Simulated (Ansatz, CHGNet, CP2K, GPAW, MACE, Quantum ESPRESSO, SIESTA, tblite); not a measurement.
## Quantum ESPRESSO on random packing of Si31O39C14H16 (at. %) (83 atoms): settings compared

How far do other settings of Quantum ESPRESSO move the forces in random packing of Si31O39C14H16 (at. %) (83 atoms)? One run of the same program serves as the yardstick.

Calculated with Quantum ESPRESSO 7.5; the method is named at each step.

## 1. Starting point

The cell holds 83 atoms: 26 Si, 32 O, 12 C and 13 H. Its edges and angles: a = 10.052 Å, b = 10.052 Å, c = 10.052 Å, α = 90.0°, β = 90.0°, γ = 90.0°. 83 atoms (26 Si, 32 O, 12 C, 13 H) packed at random in a cube at 2.29 g/cm³ and pushed apart as soft spheres; a start for melting by ab initio MD, not an equilibrated structure. Then every atom was moved at random, 0.03 Å r.m.s. a Cartesian component (hydrogen 0.6 of that).

The yardstick, on the same geometry:

* method: Kohn-Sham DFT, PBE, SSSP efficiency 1.3.0 pseudopotentials, plane waves (Quantum ESPRESSO 7.5); sssp-pbe-1.3.0-efficiency, cutoffs 60/480 Ry, Γ point
* r.m.s. force component: 1.849 eV/Å
* longest force: 8.783 eV/Å
* pressure: -12.42 GPa
* time: 4.4 min on 4 MPI ranks of Arm Neoverse V2, shared host
* CPU time: 18 min

## 2. PBE, sssp-1.3.0-efficiency, 30/240 Ry

Method: Kohn-Sham DFT, PBE, SSSP efficiency 1.3.0 pseudopotentials, plane waves.

pw.in

```
&control
  calculation = 'scf'
  pseudo_dir = './pseudo'
  outdir = './tmp'
  disk_io = 'none'
  tprnfor = .true.
  tstress = .true.
/
&system
  ibrav = 0
  nat = 83
  ntyp = 4
  ecutwfc = 30
  ecutrho = 240
  nosym = .true.
  occupations = 'smearing'
  smearing = 'fd'
  degauss = 0.003675
/
&electrons
  conv_thr = 4.1e-07
  electron_maxstep = 100
  mixing_beta = 0.4
  mixing_mode = 'plain'
  diagonalization = 'david'
/
ATOMIC_SPECIES
Si 28.085 Si.upf
O 15.999 O.upf
C 12.011 C.upf
H 1.008 H.upf
CELL_PARAMETERS angstrom
10.05190 0.00000 0.00000
0.00000 10.05190 0.00000
0.00000 0.00000 10.05190
ATOMIC_POSITIONS crystal
Si 0.32963 0.68336 0.92186
Si 0.16151 0.16413 0.59123
Si 0.90829 0.27986 0.76941
Si 0.18453 0.52160 0.33826
Si 0.47877 0.78474 0.20318
Si 0.82064 0.59675 0.44293
Si 0.15524 0.95883 0.28654
Si 0.34309 0.50165 0.48420
Si 0.10484 0.89241 0.54332
Si 0.09615 0.50625 0.03552
Si 0.27630 0.36353 0.22535
Si 0.25325 0.72929 0.32775
Si 0.88752 0.08175 0.64462
Si 0.83321 0.86904 0.75130
Si 0.19921 0.01114 0.96568
Si 0.55980 0.96691 0.91073
Si 0.69277 0.76808 0.28365
Si 0.09541 0.28824 0.86671
Si 0.67045 0.14024 0.00985
Si 0.31331 0.35766 0.77977
Si 0.81246 0.67284 0.66998
Si 0.94051 0.25712 0.52338
Si 0.39289 0.56174 0.27797
Si 0.48188 0.52552 0.64424
Si 0.56347 0.33862 0.72338
Si 0.94561 0.45979 0.58204
O 0.79574 0.12265 0.25882
O 0.94981 0.37613 0.13208
O 0.13429 0.26496 0.16078
O 0.01792 0.98099 0.07120
O 0.60643 0.48924 0.16735
O 0.87813 0.77280 0.35861
O 0.27698 0.19731 0.04522
O 0.68621 0.02849 0.74412
O 0.03562 0.43726 0.40012
O 0.75262 0.29282 0.93689
O 0.08195 0.73003 0.45269
O 0.10077 0.83233 0.75963
O 0.93435 0.59055 0.91671
O 0.59874 0.90745 0.10741
O 0.60187 0.36823 0.45158
O 0.23165 0.29837 0.46783
O 0.77374 0.84956 0.10075
O 0.37915 0.76882 0.67223
O 0.96157 0.85060 0.88662
O 0.67676 0.28214 0.16506
O 0.69814 0.50088 0.92650
O 0.16839 0.65826 0.83091
O 0.61465 0.65033 0.43494
O 0.39261 0.93376 0.31510
O 0.34643 0.18013 0.65310
O 0.43386 0.78761 0.45681
O 0.42842 0.26823 0.17436
O 0.69598 0.19146 0.58072
O 0.99888 0.47665 0.77378
O 0.75196 0.46810 0.56977
[... 23 atom lines left out ...]
H 0.46595 0.55562 0.84332
H 0.43974 0.29877 0.51075
H 0.26192 0.16775 0.32216
H 0.93087 0.97748 0.31987
K_POINTS gamma
```

Run with:

```
$ OMP_NUM_THREADS=1 mpirun -np 2 pw.x -in pw.in > output.txt
```

The program printed:

```text
Program PWSCF
     gamma-point specific algorithms are used
     Parallelization info
     sticks:   dense  smooth     PW     G-vecs:    dense   smooth      PW
     Min        3436    1719    434               215040    75889    9546
     Max        3441    1722    435               215041    75890    9547
     Sum        6877    3441    869               430081   151779   19093
     bravais-lattice index     =            0
     lattice parameter (alat)  =      18.9953  a.u.
     unit-cell volume          =    6853.9523 (a.u.)^3
     number of atoms/cell      =           83
     number of atomic types    =            4
     number of electrons       =       357.00
     number of Kohn-Sham states=          215
     kinetic-energy cutoff     =      30.0000  Ry
     charge density cutoff     =     240.0000  Ry
     scf convergence threshold =      4.1E-07
     mixing beta               =       0.4000
     number of iterations used =            8  plain     mixing
     Exchange-correlation= PBE
                           (   1   4   3   4   0   0   0)
     crystal axes: (cart. coord. in units of alat)
               a(1) = (   1.000000   0.000000   0.000000 )
               a(2) = (   0.000000   1.000000   0.000000 )
               a(3) = (   0.000000   0.000000   1.000000 )
     reciprocal axes: (cart. coord. in units 2 pi/alat)
               b(1) = (  1.000000  0.000000  0.000000 )
               b(2) = (  0.000000  1.000000  0.000000 )
               b(3) = (  0.000000  0.000000  1.000000 )
     PseudoPot. # 1 for Si:
     Pseudo is Ultrasoft + core correction, Zval =  4.0
     PseudoPot. # 2 for O :
     Pseudo is Projector augmented-wave + core cor, Zval =  6.0
     PseudoPot. # 3 for C :
     Pseudo is Projector augmented-wave + core cor, Zval =  4.0
     PseudoPot. # 4 for H :
     Pseudo is Ultrasoft, Zval =  1.0
     atomic species   valence    mass     pseudopotential
     Si                4.00    28.08500     Si( 1.00)
     O                 6.00    15.99900     O ( 1.00)
     C                 4.00    12.01100     C ( 1.00)
     H                 1.00     1.00800     H ( 1.00)
     No symmetry found
   Cartesian axes
     number of k points=     1  Fermi-Dirac smearing, width (Ry)=  0.0037
                       cart. coord. in units 2pi/alat
        k(    1) = (   0.0000000   0.0000000   0.0000000), wk =   2.0000000
     Dense  grid:   215041 G-vectors     FFT dimensions: (  96,  96,  96)
     Smooth grid:    75890 G-vectors     FFT dimensions: (  72,  72,  72)
     Check: negative core charge=   -0.000014
     Initial potential from superposition of free atoms
     starting charge     356.9848, renormalised to     357.0000
     Starting wfcs are  293 randomized atomic wfcs
     Self-consistent Calculation
     iteration #  1     ecut=    30.00 Ry     beta= 0.40
     total energy              =   -1844.81029086 Ry
     estimated scf accuracy    <      18.94667453 Ry
     iteration #  2     ecut=    30.00 Ry     beta= 0.40
     total energy              =   -1837.67853500 Ry
     estimated scf accuracy    <     245.42211251 Ry
     iteration #  3     ecut=    30.00 Ry     beta= 0.40
     total energy              =   -1849.60317323 Ry
     estimated scf accuracy    <      46.38005484 Ry
     iteration #  4     ecut=    30.00 Ry     beta= 0.40
     total energy              =   -1852.58837693 Ry
     estimated scf accuracy    <       5.79590193 Ry
     iteration #  5     ecut=    30.00 Ry     beta= 0.40
     total energy              =   -1852.94867963 Ry
     estimated scf accuracy    <       3.51215452 Ry
     iteration #  6     ecut=    30.00 Ry     beta= 0.40
     total energy              =   -1853.11692908 Ry
     estimated scf accuracy    <       2.84222696 Ry
[...]
total energy              =   -1853.32212712 Ry
[...]
iteration # 44     ecut=    30.00 Ry     beta= 0.40
     total energy              =   -1853.32212710 Ry
     estimated scf accuracy    <       0.00000262 Ry
     iteration # 45     ecut=    30.00 Ry     beta= 0.40
     total energy              =   -1853.32212716 Ry
     estimated scf accuracy    <       0.00000149 Ry
     iteration # 46     ecut=    30.00 Ry     beta= 0.40
     End of self-consistent calculation
          k = 0.0000 0.0000 0.0000 (  9547 PWs)   bands (ev):
   -16.0178 -15.2887 -15.1500 -14.8046 -14.6549 -14.5722 -14.4988 -14.4466
   -14.1522 -13.8998 -13.7725 -13.7261 -13.4991 -13.3906 -13.1668 -13.0365
   -13.0018 -12.9757 -12.8335 -12.6083 -12.4496 -12.2955 -12.2495 -12.2070
   -12.1370 -11.9011 -11.7822 -11.6942 -11.6002 -11.5866 -11.4396 -11.3277
    -9.0879  -8.8007  -7.8122  -7.3935  -7.1818  -6.6301  -6.3542  -6.2773
    -5.9337  -5.7164  -5.4516  -5.3784  -5.1415  -5.0024  -4.8944  -4.4905
[...]
4.8571   4.8977   4.9329   4.9458   5.0189   5.0659   5.1075   5.2287
     5.2516   5.2811   5.3353   5.4018   5.5119   5.5791   5.6560   5.7195
     5.7976   5.8281   5.8759   5.9916   6.0076   6.1563   6.2033   6.2648
     6.3467   6.3695   6.4953   6.5231   6.6133   6.6562   6.7329
     the Fermi energy is     4.5670 ev
!    total energy              =   -1853.32212702 Ry
     estimated scf accuracy    <       0.00000028 Ry
     smearing contrib. (-TS)   =      -0.02964903 Ry
     internal energy E=F+TS    =   -1853.29247798 Ry
     The total energy is F=E-TS. E is the sum of the following terms:
     one-electron contribution =    -483.16327687 Ry
     hartree contribution      =     433.55856550 Ry
     xc contribution           =    -446.85673718 Ry
     ewald contribution        =    -976.65931917 Ry
     one-center paw contrib.   =    -380.17171027 Ry
     convergence has been achieved in  46 iterations
     Forces acting on atoms (cartesian axes, Ry/au):
     atom    1 type  1   force =    -0.07390732   -0.01660284   -0.09343341
     atom    2 type  1   force =     0.13395968    0.04343221    0.00589794
     atom    3 type  1   force =    -0.13792294    0.04462515    0.08257339
     atom    4 type  1   force =    -0.32390890   -0.07911672    0.06417823
     atom    5 type  1   force =    -0.00342641    0.12296670   -0.01320689
     atom    6 type  1   force =    -0.03025283    0.01756505   -0.09614399
[...]
atom   81 type  4   force =     0.04167605    0.02376424   -0.02127371
     atom   82 type  4   force =    -0.02294276   -0.01609505   -0.00108429
     atom   83 type  4   force =     0.00735623    0.02117822    0.01050100
     Total force =     1.131090     Total SCF correction =     0.001090
     Computing stress (Cartesian axis) and pressure
          total   stress  (Ry/bohr**3)                   (kbar)     P=     -342.89
  -0.00249692  -0.00003750   0.00019176         -367.31       -5.52       28.21
  -0.00003750  -0.00216909   0.00000980           -5.52     -319.08        1.44
   0.00019176   0.00000980  -0.00232684           28.21        1.44     -342.29
     Message from routine punch:
     Nothing written, as per user request (disk_io='none')
```

It took 3.3 min on 2 MPI ranks of Arm Neoverse V2, shared host; peak memory 1.2 GiB.

Banners, paths, timers and routine set-up lines are dropped from the logs unmarked, and long logs keep their key lines alone; longer cuts are marked.

Against the reference:

| Item | Value |
| --- | --- |
| r.m.s. force component | 1.843 eV/Å |
| r.m.s. difference of force components | 55 meV/Å |
| longest difference of force vectors | 295.8 meV/Å |
| force difference over r.m.s. force | 2.974 % |
| slope of forces against the reference's | 0.9963 |
| correlation of force components | 0.9996 |
| pressure | -34.29 GPa |
| pressure difference | -21.87 GPa |
| energy less the same-level run's | 327.1 meV/atom |
| r.m.s. force difference from the same-level run | 55 meV/Å |

This is a coarse setting, run to see what it loses.

Length of the force difference by element (eV/Å):

| element | atoms | mean | most |
| --- | --- | --- | --- |
| C | 12 | 0.089 | 0.16 |
| H | 13 | 0.021 | 0.062 |
| O | 32 | 0.12 | 0.30 |
| Si | 26 | 0.025 | 0.054 |

A closer look about C65, one of the 12 C atoms: 13 atoms, nearest first, numbered in the order of the input, with positions taken from that point.

| atom | x | y | z | distance (Å) | Fx | Fy | Fz (eV/Å) |
| --- | --- | --- | --- | --- | --- | --- | --- |
| C65 | 0.00 | 0.00 | 0.00 | 0.00 | -1.33 | 1.62 | -0.05 |
| O49 | -0.33 | 0.29 | -1.72 | 1.77 | 3.95 | 0.38 | -0.35 |
| Si21 | 1.66 | 0.51 | 0.64 | 1.85 | 0.47 | -1.06 | 0.34 |
| O56 | 1.05 | -1.54 | -0.36 | 1.90 | 1.43 | -0.46 | 1.00 |
| Si24 | -1.66 | -0.97 | 0.38 | 1.96 | 1.51 | 2.81 | 2.20 |
| C64 | -0.11 | 1.95 | -0.56 | 2.04 | -1.20 | -0.94 | -0.34 |
| C62 | 0.14 | 0.36 | 2.10 | 2.14 | 1.37 | -3.02 | 2.12 |
| Si6 | 1.74 | -0.25 | -1.64 | 2.41 | -0.78 | 0.45 | -2.47 |
| O41 | -0.46 | -2.55 | -1.55 | 3.02 | -1.87 | -0.52 | 0.29 |
| H80 | -1.82 | -0.66 | 2.38 | 3.07 | -0.28 | 0.59 | -0.94 |
| O52 | -2.15 | 1.67 | -1.50 | 3.10 | -1.97 | 0.05 | 0.31 |
| O44 | -2.70 | 1.48 | 0.67 | 3.15 | 0.39 | 0.59 | 0.99 |
| Si25 | -0.84 | -2.85 | 1.18 | 3.19 | 1.58 | -3.89 | 0.91 |

Forces lie 3.0 % from the reference's, at 0.38 times its CPU time (on 2 against 4 cores).

Within one program, basis, potentials and functional, energies share a zero. Each run against its twin at the usual cutoff or grid and solver:

| run | twin | Δ energy (meV/atom) | Δ force, r.m.s. (meV/Å) | CPU time over the twin's |
| --- | --- | --- | --- | --- |
| QE PBE, sssp-1.3.0-efficiency, 30/240 Ry | sssp-1.3.0-efficiency, 60/480 Ry | 327 | 55.0 | 0.38 (this twin ran on 4 cores) |

## 3. What came out

| Item | Value |
| --- | --- |
| force difference from the reference | QE PBE, sssp-1.3.0-efficiency, 30/240 Ry (coarse), 3.0 % |
| its CPU time | 6.7 min |

Runs with settings chosen to be coarse differ by 3.0 % (QE PBE, sssp-1.3.0-efficiency, 30/240 Ry). One electronic-structure run takes under half the reference's CPU time: QE PBE, sssp-1.3.0-efficiency, 30/240 Ry, at 3.0 % in 6.7 min against 18 min; its pressure misses by -21.9 GPa. In pressure, QE PBE, sssp-1.3.0-efficiency, 30/240 Ry misses by -21.9 GPa, at the same functional; a cutoff this low leaves a large Pulay stress. The reference's pressure holds the uncorrected Pulay stress of its 60 Ry basis, so small pressure differences, and their order, may be the reference's own error. The electron count is odd in QE PBE, sssp-1.3.0-efficiency, 60/480 Ry and QE PBE, sssp-1.3.0-efficiency, 30/240 Ry, and they have no spin polarisation, so the unpaired electron is spread evenly over both spins. The reference's stress is far from hydrostatic: its diagonal is -15.2, -9.8, -12.3 GPa, compression counted positive. The reference's pressure of -12 GPa belongs to a cell and atoms that aren't relaxed at this level. The electronic-structure runs sample only Γ, in a cell whose shortest periodic width is 10 Å, which is coarse for a cell with partly filled levels.

[Also dropped from logs without a mark: logging warnings of Python, and SIESTA's first energy breakdown and zero terms.]

[Logs are printed without paths, hosts, clocks, repeated set-up lines and the standing remarks that a program may print on its own settings, such as how far it seeks lower states.]

[Hosts, paths, dates, database ids (printed as entryN), source tags and the programs' standing remarks are cut or masked in the printed files.]
